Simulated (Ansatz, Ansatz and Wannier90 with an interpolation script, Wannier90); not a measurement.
# BiOCl (P4/nmm): what limits a Wannier interpolation of GW

How do the Wannier model and the GW settings move the interpolated bands of BiOCl (P4/nmm)?

Program: Wannier90 4.0.3. Level of theory: maximally localised Wannier functions from the overlaps of LDA states (plane waves, PAW). Results are calculated unless marked as measured.

### 1. Set-up

The structure is tetragonal, space group P4/nmm (No. 129). Conventional cell: a = 3.886 Å, b = 3.886 Å, c = 7.349 Å, α = 90.00°, β = 90.00°, γ = 90.00°. Nearest to Bi lie 4 O at 2.31 Å and 4 Cl at 3.06 Å. Nearest to Cl lie 4 Bi at 3.06 Å. Nearest to O lie 4 Bi at 2.31 Å. Farther neighbours and most contacts between anions are not listed.

The cell and positions come from the Crystallography Open Database and are kept as given unless a step says otherwise. Spin-orbit coupling is left out unless a step names it.

### 2. Wannier model on 8×8×4, by Wannier90

Localised functions give a small Hamiltonian that interpolates between mesh points at no cost.

File w.win:

```
num_iter = 1200
conv_tol = 1.0e-8
conv_window = 5
dis_num_iter = 4000
dis_conv_tol = 1.0e-8
dis_mix_ratio = 0.7
write_hr = true
use_ws_distance = false
num_print_cycles = 50
! ansatz wannier90 interface
! projections by site (counted from 0) and shell: 0 6P, 1 6P, 2 3P, 3 3P, 4 2P, 5 2P
! states of the run's bands (counted from 1): 1-35
num_bands = 35
num_wann  = 18
dis_win_min = 2.45
dis_win_max = 15.99
dis_froz_min = 2.45
dis_froz_max = 12.99
guiding_centres = true

begin unit_cell_cart
Ang
                  3.88551                      0.0                      0.0
                      0.0                  3.88551                      0.0
                      0.0                      0.0                   7.3489
end unit_cell_cart

begin atoms_frac
Bi                       0.5                      0.0                  0.32904
Bi                       0.0                      0.5                  0.67096
Cl                       0.0                      0.5                   0.1472
Cl                       0.5                      0.0                   0.8528
O                        0.0                      0.0                      0.5
O                        0.5                      0.5                      0.5
end atoms_frac

mp_grid = 8 8 4

[... the mesh's points ...]
```

The run is started by

```sh
$ OMP_NUM_THREADS=1 mpirun -n 8 wannier90.x w > wannier90.x.log
```

Numbers of over 12 decimals in the logs are rounded to 6 here.

What it wrote:

```text
TEM
                                    ------

                              Lattice Vectors (Ang)
                    a_1     3.885510   0.000000   0.000000
                    a_2     0.000000   3.885510   0.000000
                    a_3     0.000000   0.000000   7.348900

                   Unit Cell Volume:     110.94772  (Ang^3)

                        Reciprocal-Space Vectors (Ang^-1)
                    b_1     1.617081   0.000000   0.000000
                    b_2     0.000000   1.617081   0.000000
                    b_3     0.000000   0.000000   0.854983

 *----------------------------------------------------------------------------*
 |   Site       Fractional Coordinate          Cartesian Coordinate (Ang)     |
 +----------------------------------------------------------------------------+
 | bi   1   0.50000   0.00000   0.32904   |    1.94276   0.00000   2.41808    |
 | bi   2   0.00000   0.50000   0.67096   |    0.00000   1.94276   4.93082    |
 | cl   1   0.00000   0.50000   0.14720   |    0.00000   1.94276   1.08176    |
 | cl   2   0.50000   0.00000   0.85280   |    1.94276   0.00000   6.26714    |
 | o    1   0.00000   0.00000   0.50000   |    0.00000   0.00000   3.67445    |
 | o    2   0.50000   0.50000   0.50000   |    1.94276   1.94276   3.67445    |
 *----------------------------------------------------------------------------*
                                ------------
                                K-POINT GRID
                                ------------

             Grid size =  8 x  8 x  4      Total points =  256

 *---------------------------------- MAIN ------------------------------------*
 |  Number of Wannier Functions               :                18             |
 |  Number of Objective Wannier Functions     :                18             |
 |  Number of input Bloch states              :                35             |
 |  Output verbosity (1=low, 5=high)          :                 1             |
 |  Timing Level (1=low, 5=high)              :                 1             |
 |  Optimisation (0=memory, 3=speed)          :                 3             |
 |  Length Unit                               :               Ang             |
 |  Post-processing setup (write *.nnkp)      :                 F             |
 |  Using Gamma-only branch of algorithms     :                 F             |
 *----------------------------------------------------------------------------*
 *------------------------------- WANNIERISE ---------------------------------*
 |  Total number of iterations                :              1200             |
 |  Number of CG steps before reset           :                 5             |
 |  Trial step length for line search         :             2.000             |
 |  Convergence tolerence                     :         0.100E-07             |
[...]
Final Omega_I    30.93661021 (Ang^2)

 +----------------------------------------------------------------------------+

 Writing checkpoint file w.chk... done

 *------------------------------- WANNIERISE ---------------------------------*
 +--------------------------------------------------------------------+<-- CONV
 | Iter  Delta Spread     RMS Gradient      Spread (Ang^2)      Time  |<-- CONV
 +--------------------------------------------------------------------+<-- CONV

 ------------------------------------------------------------------------------
 Initial State
  WF centre and spread    1  (  1.942755,  0.000000,  2.221608 )     2.71819142
  WF centre and spread    2  (  1.942755, -0.000000,  2.189786 )     2.81450055
  WF centre and spread    3  (  1.942755, -0.000000,  2.189786 )     2.81450055
[...]
Sum of centres and spreads ( 17.484795, 17.484795, 66.140100 )    32.49592524

      0     0.325E+02     0.0000000000       32.4959252366       0.17  <-- CONV
        O_D=      0.0927035 O_OD=      1.4666116 O_TOT=     32.4959252 <-- SPRD
 ------------------------------------------------------------------------------
 Cycle:      1
[...]
Sum of centres and spreads ( 17.484795, 17.484795, 66.140100 )    32.36176278

      1    -0.134E+00     0.2618127871       32.3617627800       0.18  <-- CONV
        O_D=      0.0913435 O_OD=      1.3338090 O_TOT=     32.3617628 <-- SPRD
 Delta: O_D= -0.1359925E-02 O_OD= -0.1328025E+00 O_TOT= -0.1341625E+00 <-- DLTA
 ------------------------------------------------------------------------------

             <<<     Delta < 1.000E-08  over  5 iterations     >>>
             <<< Wannierisation convergence criteria satisfied >>>

 Final State
[...]
WF centre and spread   17  (  1.942755,  1.942755,  3.743976 )     1.25323222
  WF centre and spread   18  (  1.942755,  1.942755,  3.604924 )     1.25323222
  Sum of centres and spreads ( 17.484795, 17.484795, 66.140100 )    32.24231088

         Spreads (Ang^2)       Omega I      =    30.936610215
        ================       Omega D      =     0.088434752
                               Omega OD     =     1.217265918
    Final Spread (Ang^2)       Omega Total  =    32.242310884
 ------------------------------------------------------------------------------

 Writing checkpoint file w.chk... done

 *---------------------------------------------------------------------------*
 |                               PLOTTING                                    |
 *---------------------------------------------------------------------------*

 *===========================================================================*
 |                             TIMING INFORMATION                            |
 *===========================================================================*
 |    Tag                                                Ncalls      Time (s)|
 |---------------------------------------------------------------------------|
 |kmesh: get                                        :         1         0.072|
 |overlap: read                                     :         1         1.551|
 |dis: main                                         :         1         0.193|
 |wann: main                                        :         1         0.546|
 |plot: main                                        :         1         0.256|
 *---------------------------------------------------------------------------*
 All done: wannier90 exiting
```

Elapsed: 3.8 s, on 8 MPI ranks of Arm Neoverse V1, shared host.

This step gave:

- gauge-invariant spread: 30.94 Å²
- diagonal spread: 0.08843 Å²
- off-diagonal spread: 1.217 Å²
- total spread: 32.24 Å²
- disentanglement steps: 21
- r.m.s. interpolation error: 4.81e-4 eV
- r.m.s. error near the gap: 5.83e-4 eV

Near the gap the model misses directly solved bands by 0.6 meV r.m.s. and by 8 meV at most in the window tested. This tests the starting bands, not the corrections carried with them.

### 3. Wannier model on 8×8×4, by the program's own minimiser

This step: maximally localised Wannier functions, LDA, plane waves, PAW.

File input.yaml:

```yaml
crystal:
  lattice:
    - [3.88551, 0.0, 0.0]
    - [0.0, 3.88551, 0.0]
    - [0.0, 0.0, 7.3489]
  atoms:
    - { symbol: Bi, position: [0.5, 0.0, 0.32904] }
    - { symbol: Bi, position: [0.0, 0.5, 0.67096] }
    - { symbol: Cl, position: [0.0, 0.5, 0.1472] }
    - { symbol: Cl, position: [0.5, 0.0, 0.8528] }
    - { symbol: O, position: [0.0, 0.0, 0.5] }
    - { symbol: O, position: [0.5, 0.5, 0.5] }
kpoints:
  mp_grid: { grid: [4, 4, 2] }
hamiltonian:
  xc: lda
scf:
  occupations: { method: fixed }
  n_extra_bands: 59
output:
  wannier:
    kmesh: [8, 8, 4]
    projections:
      - { species: Bi, l: p, shell: 6 }
      - { species: Cl, l: p, shell: 3 }
      - { species: O, l: p, shell: 2 }
    minimise: true
    write_hr: true
    seedname: w
    conv_tol: 1.0e-06
    max_iter: 20000
    stability_check: false
    disentanglement:
      window: [2.45, 15.99]
      frozen_window: [2.45, 12.99]
      conv_tol: 1.0e-08
```

The run is started by

```sh
$ ansatz run input.yaml --threads 8 --pin off --max-ram 18432MiB --backend cpu --events-out ev --progress --plain --runs-dir out
```

What it wrote:

```text
scf.n_extra_bands = 59 over 28 filled bands (N_el = 56.0): the run solves 87 bands
Engine: ansatz 0.2.0, aarch64-unknown-linux-gnu
Pseudopotentials: kind: paw
Pseudopotential: Bi, paw, valence charge 15, recommended cutoff 420 eV (normal), Bi.paw.azcp
Pseudopotential: Cl, paw, valence charge 7, recommended cutoff 420 eV (normal), Cl.paw.azcp
Pseudopotential: O, paw, valence charge 6, recommended cutoff 420 eV (normal), O.paw.azcp
Functional definition: SPW92
  exchange = slater_x
  correlation = pw_c
Crystal: 6 atoms, lattice volume = 110.948 Å³
Basis set: ecut = 420 eV, 2177 PW (Γ)
Bands: 87, of which v1, the nominal top of the filled ones, is band 28 counted from 1 (27 counted from 0)
Symmetry: 16 space group operations
Space group: P4/nmm (ITA 129), of the structure as read, at distance tolerance 4.8e-5 Å
k-points: 12 of 32
Non-local potential: Bi, projectors of the file, l = 0: 2, l = 1: 2, l = 2: 2, l = 3: 2
Non-local potential: Cl, projectors of the file, l = 0: 2, l = 1: 2, l = 2: 2
Non-local potential: O, projectors of the file, l = 0: 2, l = 1: 2, l = 2: 1
PAW form: soft (Blöchl's): semilocal exchange-correlation on the pseudo side does not see the compensation charge
PAW frozen core: Bi, regenerated for the run's functional, and the local potential with it (the file was generated under x = pbe(κ = 0.804, μ = 0.219515), c = pbe(β = 0.066725))
PAW frozen core: Cl, regenerated for the run's functional, and the local potential with it (the file was generated under x = pbe(κ = 0.804, μ = 0.219515), c = pbe(β = 0.066725))
[...]
SCF 1 converged in 7 iterations: F = -27373.159735 eV  dr2 = 6.38e-8
[...]
NSCF: frozen V_eff on 49 k-points
the Wannier pass solved 49 of the 256 points of its mesh, and has the states at the others by symmetry: states obtained by the crystal's operations at points that were solved too leave a residual of 5.09e-13 eV (read by the count's bands and the next), within 6.67e-6 eV
SCF converged after 7 iterations
Free energy (F): -27373.159735 eV
Harris-Foulkes:  -27373.159735 eV  (|F-HF|=1.14e-8)
Internal energy: -27373.159735 eV  (E = F + TS)
E sigma→0 (E₀):  -27373.159735 eV
Fermi energy:    7.520158 eV
--- Per-component energies (eV) ---
  E_band       = -210.403413
  E_kinetic    = 1273.330613
  E_local      = -4735.486173  (includes V_loc(G=0)·N_el)
  E_nonlocal   = 1296.615940
  E_hartree    = 1662.567412
  E_xc         = -660.006811
  E_vxc        = -721.134234  (∫ρ·V_xc dr)
  E_paw        = -22249.856721  (= ΣΔE_a)
  E_vpaw       = -648.872861  (= ΣTr[D̂ρ^β])
  E_aug_tail   = 0.004217  (compensation charges beyond the density's cutoff)
  E_ewald      = -3960.893269
  E_core_change = 0.565057  (= ΣΔE_core)
  E_smearing   = -0.000000  (= −TS)
  E_closure    = -0.000000  (closes the sum)
  Σ components = -27373.159735   (vs F -27373.159735, Δ=0.00e0)
--- Band table (eV; the first three rows and the last of 12) ---
  k-point 0: bands = [... 24 lower, 6.5547, 6.5547, 6.6140, 6.8038, 10.5917, 11.2706, 12.8213, 12.8213, ... 55 higher]
  k-point 1: bands = [... 24 lower, 6.8425, 6.8425, 7.1952, 7.2400, 10.0905, 10.4307, 12.8319, 12.8319, ... 55 higher]
  k-point 2: bands = [... 24 lower, 6.5822, 7.0880, 7.1954, 7.3187, 11.8078, 12.1687, 12.3415, 12.5179, ... 55 higher]
  k-point 11: bands = [... 24 lower, 6.2078, 6.2078, 6.9270, 6.9270, 12.0295, 12.0295, 13.5505, 13.5505, ... 55 higher]
Wannier search: line search 1 of at most 20000: gauge-dependent spread (as the search counts it) 1.4251445 Å², largest recent change 1.3e-1 Å² against conv_tol 1.0e-6 Å², 0 stops escaped
```

Elapsed: 13 s, on 8 threads; peak memory 1.2 GiB.

Numbers from this step:

```yaml
gauge_invariant_spread: 30.94 Å²
diagonal_spread: 0.08844 Å²
off_diagonal_spread: 1.217 Å²
total_spread: 32.24 Å²
least_projectability: 0.4751
localisation_steps: 33
disentanglement_steps: 21
r_m_s_interpolation_error: 4.81e-4 eV
r_m_s_error_near_the_gap: 5.83e-4 eV
```

Near the gap the model misses directly solved bands by 0.6 meV r.m.s. and by 8 meV at most in the window tested. This tests the starting bands, not the corrections carried with them.

Frozen up to 5.39 eV; above it the model need not follow the bands. Electronic bands along the path, in eV, zero at the valence-band top; v1 is the highest filled band, c1 the lowest empty one:

```csv
point,v4,v3,v2,v1,c1,c2,c3,c4
Γ,-1.05,-1.05,-0.99,-0.80,2.99,3.67,5.22,5.22
halfway,-1.02,-0.51,-0.41,-0.28,4.21,4.57,4.74,4.92
X,-0.90,-0.90,-0.10,-0.10,4.49,4.49,5.11,5.11
halfway,-1.03,-1.03,-0.70,-0.70,4.49,4.49,5.32,5.32
M,-0.70,-0.70,-0.67,-0.67,4.01,4.01,5.72,5.72
halfway,-0.83,-0.62,-0.52,-0.40,3.86,4.93,5.09,5.44
Γ,-1.05,-1.05,-0.99,-0.80,2.99,3.67,5.22,5.22
halfway,-0.89,-0.89,-0.74,-0.55,2.73,3.27,5.23,5.23
Z,-0.76,-0.76,-0.41,-0.36,2.49,2.83,5.23,5.23
halfway,-0.86,-0.78,-0.57,-0.18,3.97,4.21,5.08,5.17
R,-0.71,-0.71,-0.08,-0.08,4.29,4.29,5.19,5.19
halfway,-0.94,-0.94,-0.64,-0.64,4.00,4.00,5.69,5.69
A,-1.39,-1.39,-0.67,-0.67,4.43,4.43,5.95,5.95
halfway,-0.95,-0.80,-0.60,-0.33,3.37,4.71,5.22,5.48
Z,-0.76,-0.76,-0.41,-0.36,2.49,2.83,5.23,5.23
jump to X,-0.90,-0.90,-0.10,-0.10,4.49,4.49,5.11,5.11
halfway,-0.79,-0.79,-0.09,-0.09,4.39,4.39,5.15,5.15
R,-0.71,-0.71,-0.08,-0.08,4.29,4.29,5.19,5.19
jump to M,-0.70,-0.70,-0.67,-0.67,4.01,4.01,5.72,5.72
halfway,-1.02,-1.02,-0.67,-0.67,4.22,4.22,5.84,5.84
A,-1.39,-1.39,-0.67,-0.67,4.43,4.43,5.95,5.95
```

The same for Kohn-Sham, solved directly:

```csv
point,v4,v3,v2,v1,c1,c2,c3,c4
Γ,-1.05,-1.05,-0.99,-0.80,2.99,3.67,5.22,5.22
X,-0.90,-0.90,-0.10,-0.10,4.49,4.49,5.11,5.11
M,-0.70,-0.70,-0.67,-0.67,4.01,4.01,5.72,5.72
Γ,-1.05,-1.05,-0.99,-0.80,2.99,3.67,5.22,5.22
Z,-0.76,-0.76,-0.41,-0.36,2.49,2.83,5.23,5.23
R,-0.71,-0.71,-0.08,-0.08,4.29,4.29,5.19,5.19
A,-1.39,-1.39,-0.67,-0.67,4.43,4.43,5.95,5.95
Z,-0.76,-0.76,-0.41,-0.36,2.49,2.83,5.23,5.23
X,-0.90,-0.90,-0.10,-0.10,4.49,4.49,5.11,5.11
R,-0.71,-0.71,-0.08,-0.08,4.29,4.29,5.19,5.19
M,-0.70,-0.70,-0.67,-0.67,4.01,4.01,5.72,5.72
A,-1.39,-1.39,-0.67,-0.67,4.43,4.43,5.95,5.95
```

[end of part 1 of 2]

[Paths, hosts, dates, memory and timing lines, banners, echoed tables and standing remarks are left out of the program output.]

[Logs are printed without paths, hosts, clocks, repeated set-up lines and the standing remarks that a program may print on its own settings, such as how far it seeks lower states.]

[Runs of the session that timed out or met a known fault of the program may be left out.]

[Hosts, paths, dates, database ids (printed as entryN), source tags and the programs' standing remarks are cut or masked in the printed files.]
